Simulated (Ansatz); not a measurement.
**bond stretched by 0.3 Å, between Ag atomic chains under bias**

Wanted: I(V), the voltage drop and T(E, V).

Program: Ansatz 0.2.0. Level of theory: DFT PBE, plane waves, PAW; current against voltage, self-consistent under bias. Results are calculated unless marked as measured.

## Step 1: Starting point

The cell holds 32 atoms: 32 Ag. Its edges and angles: a = 6.000 Å, b = 6.000 Å, c = 96.760 Å, α = 90.0°, β = 90.0°, γ = 90.0°. Electrodes: Ag atomic chain; the apex atoms were set 2.960 Å apart. Regions: lower lead, 16 atoms (16 Ag); upper lead, 16 atoms (16 Ag). Vacuum lies along a, b and c.

## Step 2: The sweep under bias

Vacuum beyond both ends lets the two leads hold different Fermi levels, and the density is solved anew at each bias. Each lead has 16 atoms, since a wire screens slowly.

Input file input.yaml:

```yaml
crystal:
  lattice:
    - [6.0, 0.0, 0.0]
    - [0.0, 6.0, 0.0]
    - [0.0, 0.0, 96.76]
  atoms:
    - { symbol: Ag, position: [0.5, 0.5, 0.0] }
    - { symbol: Ag, position: [0.5, 0.5, 0.027490699] }
    - { symbol: Ag, position: [0.5, 0.5, 0.054981397] }
    - { symbol: Ag, position: [0.5, 0.5, 0.082472096] }
    - { symbol: Ag, position: [0.5, 0.5, 0.109962795] }
    - { symbol: Ag, position: [0.5, 0.5, 0.137453493] }
    - { symbol: Ag, position: [0.5, 0.5, 0.164944192] }
    - { symbol: Ag, position: [0.5, 0.5, 0.19243489] }
    - { symbol: Ag, position: [0.5, 0.5, 0.219925589] }
    - { symbol: Ag, position: [0.5, 0.5, 0.247416288] }
    - { symbol: Ag, position: [0.5, 0.5, 0.274906986] }
    - { symbol: Ag, position: [0.5, 0.5, 0.302397685] }
    - { symbol: Ag, position: [0.5, 0.5, 0.329888384] }
    - { symbol: Ag, position: [0.5, 0.5, 0.357379082] }
    - { symbol: Ag, position: [0.5, 0.5, 0.384869781] }
    - { symbol: Ag, position: [0.5, 0.5, 0.41236048] }
    - { symbol: Ag, position: [0.5, 0.5, 0.442951633] }
    - { symbol: Ag, position: [0.5, 0.5, 0.470442332] }
    - { symbol: Ag, position: [0.5, 0.5, 0.49793303] }
    - { symbol: Ag, position: [0.5, 0.5, 0.525423729] }
    - { symbol: Ag, position: [0.5, 0.5, 0.552914427] }
    - { symbol: Ag, position: [0.5, 0.5, 0.580405126] }
    - { symbol: Ag, position: [0.5, 0.5, 0.607895825] }
    - { symbol: Ag, position: [0.5, 0.5, 0.635386523] }
    - { symbol: Ag, position: [0.5, 0.5, 0.662877222] }
    - { symbol: Ag, position: [0.5, 0.5, 0.690367921] }
    - { symbol: Ag, position: [0.5, 0.5, 0.717858619] }
    - { symbol: Ag, position: [0.5, 0.5, 0.745349318] }
    - { symbol: Ag, position: [0.5, 0.5, 0.772840017] }
    - { symbol: Ag, position: [0.5, 0.5, 0.800330715] }
    - { symbol: Ag, position: [0.5, 0.5, 0.827821414] }
    - { symbol: Ag, position: [0.5, 0.5, 0.855312112] }
kpoints:
  mp_grid: { grid: [1, 1, 1] }
scf:
  occupations: { method: fermi_dirac, width: 0.1 }
hamiltonian:
  xc: pbe
output:
  current_voltage:
    leads: [[9, 10], [21, 22]]
    bias: [0.3, 0.6, 1.0, 1.5]
    electrode_ends: [15, 16]
    kmesh: [1, 1]
  write_potential: true
  write_density: true
  volumetric_format: npy
basis:
  ecutwfc: "340 eV"
```

Started as:

```
ansatz run input.yaml --threads 4 --pin off --max-ram 16384MiB --backend cpu --events-out ev --progress --plain --runs-dir out
```

Numbers of over 12 decimals in the logs are rounded to 6 here.

What it wrote:

```text
Warning: basis.ecutwfc = 340 eV is below the records' recommended 420 eV, and the density's cutoff is lower with it unless basis.ecutrho_ratio is high enough to keep the records' density cutoff: compare with a run at a higher cutoff
Engine: ansatz 0.2.0, aarch64-unknown-linux-gnu
Pseudopotentials: kind: paw
Pseudopotential: Ag, paw, valence charge 19, recommended cutoff 420 eV (normal), Ag.paw.azcp
Functional definition: PBE
  parameter kappa = 0.804
  parameter beta = 0.066725
  exchange = pbe_x(kappa = kappa, mu = beta*pi^2/3)
  correlation = pbe_c(beta = beta)
Crystal: 32 atoms, lattice volume = 3483.360 Å³
Basis set: ecut = 340 eV, 49367 PW (Γ)
Bands: 365, of which v1, the nominal top of the filled ones, is band 304 counted from 1 (303 counted from 0)
Symmetry: 16 space group operations
Space group: P4/mmm (ITA 123), of the structure as read, at distance tolerance 1.5e-4 Å
k-points: 1
Non-local potential: Ag, projectors of the file, l = 0: 3, l = 1: 2, l = 2: 2, l = 3: 1
PAW form: soft (Blöchl's): semilocal exchange-correlation on the pseudo side does not see the compensation charge
PAW one-centre angular grid: Ag, 590 points (default); XC on 64 Gauss nodes
Initial density: superposition of atomic densities (neutral atoms: chi_scale 0, normalization atom), corrected by the library's trained network
Initial wavefunctions: pseudopotential atomic-orbital guess
Functional: x = pbe(κ = 0.804, μ = 0.219515), c = pbe(β = 0.066725)
SCF iter   1: F=—  HF=-242858.861528 eV  |F-HF|=—  |Δ(HF+E_count)|=         —  Δρ=2.12e-3  dr2=5.24e0  ethr=1.77e-3  ⟨swp⟩=6.0  Hψ=1420  notcnv=0  defer=4
preconditioner: auto → LDOS  [metal: Δε(μ)=0.169 eV  Ē_g=6.502 eV  σ=0.100 eV  W_gap=0.40  n_scr=446 (ndim 8)  ℏωp=11.8 eV  f_vac=0.656  D(μ)=13.06/eV (n_scr^D=24)  β→1.0]
SCF iter   2: F=—  HF=-242858.712597 eV  |F-HF|=—  |Δ(HF+E_count)|=   1.49e-1  Δρ=1.28e-3  dr2=2.26e-1  ethr=8.61e-4  ⟨swp⟩=2.0  Hψ=432  notcnv=0  defer=44
SCF iter   3: F=—  HF=-242858.712305 eV  |F-HF|=—  |Δ(HF+E_count)|=   2.92e-4  Δρ=1.44e-3  dr2=1.26e-1  ethr=3.72e-5  ⟨swp⟩=2.0  Hψ=612  notcnv=0  defer=44
SCF iter   4: F=—  HF=-242858.687936 eV  |F-HF|=—  |Δ(HF+E_count)|=   2.44e-2  Δρ=2.65e-4  dr2=5.42e-3  ethr=2.07e-5  ⟨swp⟩=2.0  Hψ=687  notcnv=0  defer=44
SCF iter   5: F=—  HF=-242858.687623 eV  |F-HF|=—  |Δ(HF+E_count)|=   3.13e-4  Δρ=1.20e-4  dr2=1.04e-3  ethr=8.91e-7  ⟨swp⟩=2.0  Hψ=596  notcnv=0  defer=44
SCF iter   6: F=—  HF=-242858.687596 eV  |F-HF|=—  |Δ(HF+E_count)|=   2.73e-5  Δρ=6.16e-5  dr2=1.73e-4  ethr=1.70e-7  ⟨swp⟩=2.0  Hψ=531  notcnv=0  defer=44
SCF iter   7: F=—  HF=-242858.687555 eV  |F-HF|=—  |Δ(HF+E_count)|=   4.08e-5  Δρ=1.91e-5  dr2=2.65e-5  ethr=2.85e-8  ⟨swp⟩=2.0  Hψ=624  notcnv=0  defer=44
SCF iter   8: F=—  HF=-242858.687102 eV  |F-HF|=—  |Δ(HF+E_count)|=   4.53e-4  Δρ=4.93e-6  dr2=1.82e-6  ethr=4.35e-9  ⟨swp⟩=2.0  Hψ=596  notcnv=0  defer=44
SCF iter   9: F=—  HF=-242858.687104 eV  |F-HF|=—  |Δ(HF+E_count)|=   1.47e-6  Δρ=1.98e-6  dr2=2.62e-7  ethr=2.99e-10  ⟨swp⟩=3.0  Hψ=502  notcnv=0  defer=44
SCF iter  10: F=-242858.687104 eV  HF=-242858.687104 eV  |F-HF|=8.56e-9  |Δ(HF+E_count)|=   2.62e-9  Δρ=6.29e-7  dr2=2.52e-8  ethr=1.64e-11  ⟨swp⟩=15.0  Hψ=1639  notcnv=0
SCF 1 converged in 10 iterations: F = -242858.687104 eV  dr2 = 2.52e-8
  greatest PAW one-centre occupation: 1.000 electrons in one spin orbital (limit 2), on the Ag atom at site 30 (counted from 0), in its partial waves of l = 0
bias +0 V, iteration  1: dr2 1.61e-1 eV, mean Fermi level -1.7563 eV
bias +0 V, iteration  2: dr2 1.17e-2 eV, mean Fermi level -1.7585 eV
bias +0 V, iteration  3: dr2 3.32e-4 eV, mean Fermi level -1.7583 eV
bias +0 V, iteration  4: dr2 3.44e-5 eV, mean Fermi level -1.7582 eV
bias +0 V, iteration  5: dr2 1.13e-5 eV, mean Fermi level -1.7582 eV
bias +0 V, iteration  6: dr2 8.32e-7 eV, mean Fermi level -1.7582 eV
bias +0 V, iteration  7: dr2 1.11e-7 eV, mean Fermi level -1.7582 eV
bias +0 V, iteration  8: dr2 2.04e-8 eV, mean Fermi level -1.7582 eV
bias +0.3 V, iteration  1: dr2 4.08e0 eV, mean Fermi level -1.7508 eV
bias +0.3 V, iteration  2: dr2 5.87e-1 eV, mean Fermi level -1.7532 eV
bias +0.3 V, iteration  3: dr2 1.06e-2 eV, mean Fermi level -1.7538 eV
bias +0.3 V, iteration  4: dr2 2.25e-5 eV, mean Fermi level -1.7539 eV
bias +0.3 V, iteration  5: dr2 4.27e-5 eV, mean Fermi level -1.7539 eV
bias +0.3 V, iteration  6: dr2 2.09e-5 eV, mean Fermi level -1.7538 eV
bias +0.3 V, iteration  7: dr2 7.73e-7 eV, mean Fermi level -1.7539 eV
bias +0.3 V, iteration  8: dr2 1.12e-7 eV, mean Fermi level -1.7539 eV
bias +0.3 V, iteration  9: dr2 2.85e-8 eV, mean Fermi level -1.7539 eV
bias +0.6 V, iteration  1: dr2 3.55e-2 eV, mean Fermi level -1.7407 eV
bias +0.6 V, iteration  2: dr2 2.96e-3 eV, mean Fermi level -1.7413 eV
bias +0.6 V, iteration  3: dr2 4.19e-4 eV, mean Fermi level -1.7415 eV
bias +0.6 V, iteration  4: dr2 3.86e-5 eV, mean Fermi level -1.7413 eV
bias +0.6 V, iteration  5: dr2 4.62e-6 eV, mean Fermi level -1.7414 eV
bias +0.6 V, iteration  6: dr2 1.11e-6 eV, mean Fermi level -1.7414 eV
bias +0.6 V, iteration  7: dr2 3.62e-8 eV, mean Fermi level -1.7414 eV
bias +1 V, iteration  1: dr2 1.71e-1 eV, mean Fermi level -1.7114 eV
bias +1 V, iteration  2: dr2 2.45e-2 eV, mean Fermi level -1.7125 eV
bias +1 V, iteration  3: dr2 4.94e-3 eV, mean Fermi level -1.7132 eV
bias +1 V, iteration  4: dr2 5.14e-4 eV, mean Fermi level -1.7132 eV
bias +1 V, iteration  5: dr2 8.53e-4 eV, mean Fermi level -1.7129 eV
bias +1 V, iteration  6: dr2 3.72e-5 eV, mean Fermi level -1.7132 eV
bias +1 V, iteration  7: dr2 8.42e-6 eV, mean Fermi level -1.7132 eV
bias +1 V, iteration  8: dr2 1.01e-6 eV, mean Fermi level -1.7133 eV
bias +1 V, iteration  9: dr2 3.86e-7 eV, mean Fermi level -1.7133 eV
bias +1 V, iteration 10: dr2 7.57e-8 eV, mean Fermi level -1.7133 eV
bias +1.5 V, iteration  1: dr2 5.63e-1 eV, mean Fermi level -1.6563 eV
bias +1.5 V, iteration  2: dr2 7.54e-2 eV, mean Fermi level -1.6587 eV
bias +1.5 V, iteration  3: dr2 3.47e-2 eV, mean Fermi level -1.6595 eV
bias +1.5 V, iteration  4: dr2 2.43e-3 eV, mean Fermi level -1.6597 eV
bias +1.5 V, iteration  5: dr2 1.56e-3 eV, mean Fermi level -1.6594 eV
bias +1.5 V, iteration  6: dr2 3.91e-4 eV, mean Fermi level -1.6596 eV
bias +1.5 V, iteration  7: dr2 2.66e-4 eV, mean Fermi level -1.6599 eV
bias +1.5 V, iteration  8: dr2 3.51e-5 eV, mean Fermi level -1.6598 eV
bias +1.5 V, iteration  9: dr2 1.88e-5 eV, mean Fermi level -1.6598 eV
bias +1.5 V, iteration 10: dr2 6.51e-6 eV, mean Fermi level -1.6599 eV
bias +1.5 V, iteration 11: dr2 4.93e-7 eV, mean Fermi level -1.6599 eV
bias +1.5 V, iteration 12: dr2 4.41e-8 eV, mean Fermi level -1.6599 eV
transmission: 6 of 38 steps passed
transmission: 10 of 38 steps passed
[...]
transmission: 50 of 50 steps passed
WARN: The output density's exchange-correlation potential varies sharply where the density is thin. Do not read a vacuum level from v_tot or v_xc, or from such a field of the output density. On a cell that repeats whose density bears no net charge and no dipole along the vacuum's axis use v_es (v_loc + v_h of the components); under efield.dipole_correction with no amplitude use v_es + v_field, which holds any externa [...]
SCF converged after 10 iterations
Free energy (F): -242858.687104 eV
Harris-Foulkes:  -242858.687104 eV  (|F-HF|=8.56e-9)
Internal energy: -242858.244845 eV  (E = F + TS)
E sigma→0 (E₀):  -242858.465975 eV
Entropy (-TS):   -0.442259 eV (-13.821 meV/atom)
Fermi energy:    -1.767807 eV
--- Per-component energies (eV) ---
  E_band       = -18087.234274
  E_kinetic    = 16899.026406
  E_local      = -370862.354972  (includes V_loc(G=0)·N_el)
  E_nonlocal   = 2618.949522
  E_hartree    = 176990.659264
  E_xc         = -5840.989360
  E_vxc        = -7407.410863  (∫ρ·V_xc dr)
  E_paw        = -124947.836974  (= ΣΔE_a)
  E_vpaw       = -13316.795868  (= ΣTr[D̂ρ^β])
  E_aug_tail   = 0.029169  (compensation charges beyond the density's cutoff)
  E_ewald      = 62284.272100
  E_smearing   = -0.442259  (= −TS)
  E_closure    = 0.000000  (closes the sum)
  Σ components = -242858.687104   (vs F -242858.687104, Δ=0.00e0)
--- Band table (eV) ---
  k-point 0: bands = [... 300 lower, -2.2215, -2.1201, -1.9826, -1.8581, -1.6951, -1.5437, -1.3426, -1.1597, ... 57 higher]
--- Current–voltage curve ---
  leads      : [9, 10] from 0.00 to 39.90 and [21, 22] from 42.86 to 82.76 Å, reservoirs outside 25.39 and 57.37
  electrodes : end at 39.90 and 42.86 Å
  density    : 419 bands, filled at a thermal energy of 2.585e-2 eV; current at 300 K
  bias (V)   current (A)   every other point   every other energy   edges, levels   drop (V)   electrons moved   misfit (meV)   iterations
        +0      0.0000e0                   -             0.0000e0        0.0000e0     +0.000            0.00e0           37.4   8
      +0.3     2.2813e-5                   -            2.2813e-5        0.0000e0     +0.002           1.71e-3           49.2   9
      +0.6     4.5502e-5                   -            4.5502e-5        0.0000e0     +0.008           3.83e-3           54.3   7
        +1     7.5657e-5                   -            7.5657e-5        0.0000e0     +0.027           6.24e-3           46.9   10
      +1.5     1.1338e-4                   -            1.1338e-4        0.0000e0     +0.048           9.43e-3           48.8   12
  At 0 V the conductance is 7.6098e-5 S, 2.1138e14 S/m².
  At 1 V, more electrons lie in bound states, which couple to no lead and are filled by their side, than have moved since 0 V: before a thin film that holds them the field can be low. See output.current_voltage.electrode_ends.
```

The job ended after 14 min (4 threads of Arm Neoverse V1, shared host; peak memory 5 GiB; 54 min of CPU time).

Reading the cycles: dr2 is the Hartree energy of the density residual (eV), the measure of convergence; HF is the Harris–Foulkes estimate of the energy, which meets the free energy F at convergence.

This step gave:

```
conductance at zero bias    : 0.9822 G₀
current at the highest bias : 113.4 μA
largest misfit of the leads : 54.34 meV
```

Cell area 36.000 Å^2. Current through one cell against bias:

| bias (V) | current through one cell (μA) |
| --- | --- |
| 0.000 | 0 |
| 0.300 | 22.8 |
| 0.600 | 45.5 |
| 1.000 | 75.7 |
| 1.500 | 113 |

Bias 0 V. Table of transmission and channels at 0 V by energy, zero at the mean Fermi level:

| energy (eV) | transmission | channels, lower lead | channels, upper lead |
| --- | --- | --- | --- |
| -0.259 | 0.977 | 1 | 1 |
| -0.233 | 0.978 | 1 | 1 |
| -0.207 | 0.979 | 1 | 1 |
| -0.181 | 0.980 | 1 | 1 |
| -0.155 | 0.980 | 1 | 1 |
| -0.129 | 0.981 | 1 | 1 |
| -0.103 | 0.981 | 1 | 1 |
| -0.078 | 0.982 | 1 | 1 |
| -0.052 | 0.982 | 1 | 1 |
| -0.026 | 0.982 | 1 | 1 |
| 0.000 | 0.982 | 1 | 1 |
| 0.026 | 0.982 | 1 | 1 |
| 0.052 | 0.982 | 1 | 1 |
| 0.078 | 0.982 | 1 | 1 |
| 0.103 | 0.982 | 1 | 1 |
| 0.129 | 0.982 | 1 | 1 |
| 0.155 | 0.981 | 1 | 1 |
| 0.181 | 0.981 | 1 | 1 |
| 0.207 | 0.981 | 1 | 1 |
| 0.233 | 0.981 | 1 | 1 |
| 0.259 | 0.980 | 1 | 1 |

Bias 0.6 V. Table of transmission and channels at 0.6 V by energy, zero at the mean Fermi level:

| energy (eV) | transmission | channels, lower lead | channels, upper lead |
| --- | --- | --- | --- |
| -0.569 | 0.967 | 1 | 1 |
| -0.543 | 0.969 | 1 | 1 |
| -0.517 | 0.970 | 1 | 1 |
| -0.465 | 0.972 | 1 | 1 |
| -0.439 | 0.973 | 1 | 1 |
| -0.414 | 0.974 | 1 | 1 |
| -0.388 | 0.975 | 1 | 1 |
| -0.362 | 0.975 | 1 | 1 |
| -0.310 | 0.977 | 1 | 1 |
| -0.284 | 0.977 | 1 | 1 |
| -0.259 | 0.978 | 1 | 1 |
| -0.233 | 0.978 | 1 | 1 |
| -0.207 | 0.978 | 1 | 1 |
| -0.181 | 0.978 | 1 | 1 |
| -0.129 | 0.979 | 1 | 1 |
| -0.103 | 0.979 | 1 | 1 |
| -0.078 | 0.979 | 1 | 1 |
| -0.052 | 0.979 | 1 | 1 |
| -0.026 | 0.979 | 1 | 1 |
| 0.000 | 0.979 | 1 | 1 |
| 0.026 | 0.979 | 1 | 1 |
| 0.052 | 0.979 | 1 | 1 |
| 0.078 | 0.979 | 1 | 1 |
| 0.103 | 0.979 | 1 | 1 |
| 0.129 | 0.979 | 1 | 1 |
| 0.181 | 0.979 | 1 | 1 |
| 0.207 | 0.979 | 1 | 1 |
| 0.233 | 0.979 | 1 | 1 |
| 0.259 | 0.979 | 1 | 1 |
| 0.284 | 0.979 | 1 | 1 |
| 0.310 | 0.979 | 1 | 1 |
| 0.362 | 0.979 | 1 | 1 |
| 0.388 | 0.979 | 1 | 1 |
| 0.414 | 0.979 | 1 | 1 |
| 0.439 | 0.980 | 1 | 1 |
| 0.465 | 0.980 | 1 | 1 |
| 0.517 | 0.980 | 1 | 1 |
| 0.543 | 0.980 | 1 | 1 |
| 0.569 | 0.981 | 1 | 1 |

Bias 1.5 V. Table of transmission and channels at 1.5 V by energy, zero at the mean Fermi level:

| energy (eV) | transmission | channels, lower lead | channels, upper lead |
| --- | --- | --- | --- |
| -1.034 | 0.915 | 1 | 1 |
| -0.982 | 0.939 | 1 | 1 |
| -0.931 | 0.958 | 1 | 1 |
| -0.879 | 0.969 | 1 | 1 |
| -0.801 | 0.975 | 1 | 1 |
| -0.776 | 0.976 | 1 | 1 |
| -0.750 | 0.976 | 1 | 1 |
| -0.698 | 0.974 | 1 | 1 |
| -0.646 | 0.973 | 1 | 1 |
| -0.595 | 0.971 | 1 | 1 |
| -0.543 | 0.970 | 1 | 1 |
| -0.465 | 0.970 | 1 | 1 |
| -0.414 | 0.970 | 1 | 1 |
| -0.362 | 0.970 | 1 | 1 |
| -0.310 | 0.971 | 1 | 1 |
| -0.259 | 0.971 | 1 | 1 |
| -0.207 | 0.972 | 1 | 1 |
| -0.129 | 0.973 | 1 | 1 |
| -0.078 | 0.973 | 1 | 1 |
| -0.026 | 0.974 | 1 | 1 |
| 0.000 | 0.974 | 1 | 1 |
| 0.026 | 0.974 | 1 | 1 |
| 0.078 | 0.975 | 1 | 1 |
| 0.129 | 0.976 | 1 | 1 |
| 0.207 | 0.977 | 1 | 1 |
| 0.259 | 0.977 | 1 | 1 |
| 0.310 | 0.978 | 1 | 1 |
| 0.362 | 0.979 | 1 | 1 |
| 0.414 | 0.980 | 1 | 1 |
| 0.465 | 0.981 | 1 | 1 |
| 0.543 | 0.982 | 1 | 1 |
| 0.595 | 0.983 | 1 | 1 |
| 0.646 | 0.983 | 1 | 1 |
| 0.698 | 0.984 | 1 | 1 |
| 0.750 | 0.985 | 1 | 1 |
| 0.801 | 0.985 | 1 | 1 |
| 0.879 | 0.986 | 1 | 1 |
| 0.931 | 0.986 | 1 | 1 |
| 0.982 | 0.987 | 1 | 1 |
| 1.034 | 0.987 | 1 | 1 |

The Hartree potential energy less that at 0 V, planar mean by z:

| z (Å) | 0.3 V (eV) | 0.6 V (eV) | 1 V (eV) | 1.5 V (eV) |
| --- | --- | --- | --- | --- |
| -5 | 0.0520 | 0.113 | 0.210 | 0.349 |
| 0 | 0.149 | 0.307 | 0.531 | 0.828 |
| 5 | 0.143 | 0.298 | 0.518 | 0.815 |
| 10 | 0.104 | 0.215 | 0.376 | 0.601 |
| 15 | 0.0509 | 0.102 | 0.167 | 0.235 |
| 20 | 0.0161 | 0.0300 | 0.0425 | 0.0489 |
| 25 | 0.00410 | 0.00443 | -0.00519 | -0.0353 |
| 30 | 0.00295 | 9.7e-4 | -0.0156 | -0.0552 |
| 35 | 0.00439 | 0.00339 | -0.0169 | -0.0624 |
| 40 | 0.00424 | 0.00249 | -0.0141 | -0.0512 |
| 45 | -0.00151 | -0.00764 | -0.0176 | -0.0497 |
| 50 | -0.00226 | -0.0124 | -0.0365 | -0.0857 |
| 55 | -0.00438 | -0.0182 | -0.0472 | -0.0870 |
| 60 | -0.0131 | -0.0323 | -0.0630 | -0.111 |
| 65 | -0.0316 | -0.0708 | -0.135 | -0.220 |
| 70 | -0.0705 | -0.144 | -0.246 | -0.374 |
| 75 | -0.115 | -0.226 | -0.368 | -0.533 |
| 80 | -0.137 | -0.266 | -0.424 | -0.606 |
| 85 | -0.109 | -0.209 | -0.327 | -0.455 |

The electron density less that at 0 V, planar mean (0.3 V) oscillates, so the rows of the table below give means over windows of 5 Å about each position, cut where the curve ends. Its first 14 maxima inside the range that stand out by 2 % of the span (Å: e/Å³): -0.8: 7.0e-5, 6.0: 2.9e-5, 8.9: 1.9e-5, 11.5: 3.1e-5, 14.1: 1.4e-5, 16.6: 2.0e-5, 19.5: 1.5e-5, 24.7: 3.6e-5, 30.2: 3.3e-5, 33.8: 3.0e-5, 35.4: 3.1e-5, 38.9: 3.6e-5, 40.5: 3.4e-5, 44.7: 3.3e-5. Its first 14 minima: 2.1: -7.4e-6, 7.3: -2.0e-5, 9.9: -1.1e-5, 12.4: -3.8e-5, 15.0: -1.3e-5, 17.9: -3.1e-5, 22.5: -2.6e-5, 26.7: -4.8e-5, 31.8: -4.8e-5, 35.1: 2.7e-5, 37.3: -4.9e-5, 40.2: 2.9e-5, 42.8: -5.5e-5, 48.3: -4.7e-5.

Electron density less that at 0 V, planar mean against z; means over each step:

| z (Å) | 0.3 V (e/Å³) | 0.6 V (e/Å³) | 1 V (e/Å³) | 1.5 V (e/Å³) |
| --- | --- | --- | --- | --- |
| -5 | 1.2e-6 | 2.6e-6 | 4.8e-6 | 7.4e-6 |
| 0 | 2.7e-5 | 5.3e-5 | 8.7e-5 | 1.3e-4 |
| 5 | 7.6e-6 | 1.6e-5 | 2.7e-5 | 4.0e-5 |
| 10 | 4.6e-6 | 1.2e-5 | 2.7e-5 | 6.2e-5 |
| 15 | -3.6e-6 | -9.6e-6 | -2.3e-5 | -5.7e-5 |
| 20 | -9.4e-6 | -1.4e-5 | -1.9e-5 | -3.2e-5 |
| 25 | -5.4e-6 | -1.2e-5 | -1.5e-5 | -2.1e-5 |
| 30 | 9.1e-8 | -2.6e-6 | -6.3e-6 | 9.4e-7 |
| 35 | 1.6e-6 | 1.9e-6 | -3.0e-6 | -7.0e-6 |
| 40 | 5.8e-6 | 1.4e-5 | 2.3e-5 | 3.8e-5 |
| 45 | 2.0e-6 | 6.4e-6 | 1.5e-5 | 2.1e-5 |
| 50 | 1.6e-6 | 4.2e-7 | -1.1e-5 | -3.0e-5 |
| 55 | 5.7e-7 | -5.0e-6 | -1.5e-5 | -1.5e-5 |
| 60 | -2.9e-6 | -2.8e-6 | 3.9e-6 | 3.3e-6 |
| 65 | 1.6e-6 | 3.5e-6 | 5.4e-6 | -3.8e-8 |
| 70 | 1.9e-6 | 3.5e-6 | 8.0e-6 | 1.6e-5 |
| 75 | -4.2e-6 | -7.5e-6 | -1.0e-5 | -5.9e-6 |
| 80 | -5.6e-6 | -1.1e-5 | -1.9e-5 | -3.1e-5 |
| 85 | -2.4e-5 | -4.8e-5 | -8.0e-5 | -1.2e-4 |

By hand: at 1.5 V the window reaches from -0.75 to 0.75 eV, and the mean transmission a spin over it is 0.976. With sharp Fermi edges I = G0 × V × T̄ = 77.48 μS × 1.5 V × 0.976 = 113 μA, against 113 μA from the program at 300 K.

The zero-bias conductance is 0.982 G₀; current over voltage goes 0.981 at +0.3 V, 0.979 at +0.6 V, 0.976 at +1 V and 0.976 at +1.5 V in the same unit. The leads' misfit reaches 54 meV.

## Step 3: Outcome

* conductance at zero bias: 0.982 G₀
* current at +0.3 V: 22.8 μA
* current at +0.6 V: 45.5 μA
* current at +1 V: 75.7 μA
* current at +1.5 V: 113 μA

What this shows: The junction conducts 0.982 G₀ at zero bias and carries 113 μA at 1.50 V. At 1.50 V the current is 0.99 times what the zero-bias conductance would give; over all biases of the sweep that ratio lies between 0.99 and 1.00, so the junction is nearly ohmic. Of the 1.50 V, 0.05 V drops at the junction and the rest at the reservoirs. The leads' misfit reaches 54 meV, above the few hundredths of an eV that the manual allows, so the currents are rough. A wire screens slowly, so the current depends on the leads' length and the box width; neither was converged here. Transport is coherent and elastic here: the atoms are frozen, so scattering by vibrations plays no part. A cutoff under the files' recommended one was taken to save time; its effect on T(E) was not tested here.

[Logs are printed without paths, hosts, clocks, repeated set-up lines and the standing remarks that a program may print on its own settings, such as how far it seeks lower states.]

[Hosts, paths, dates, database ids (printed as entryN), source tags and the programs' standing remarks are cut or masked in the printed files.]
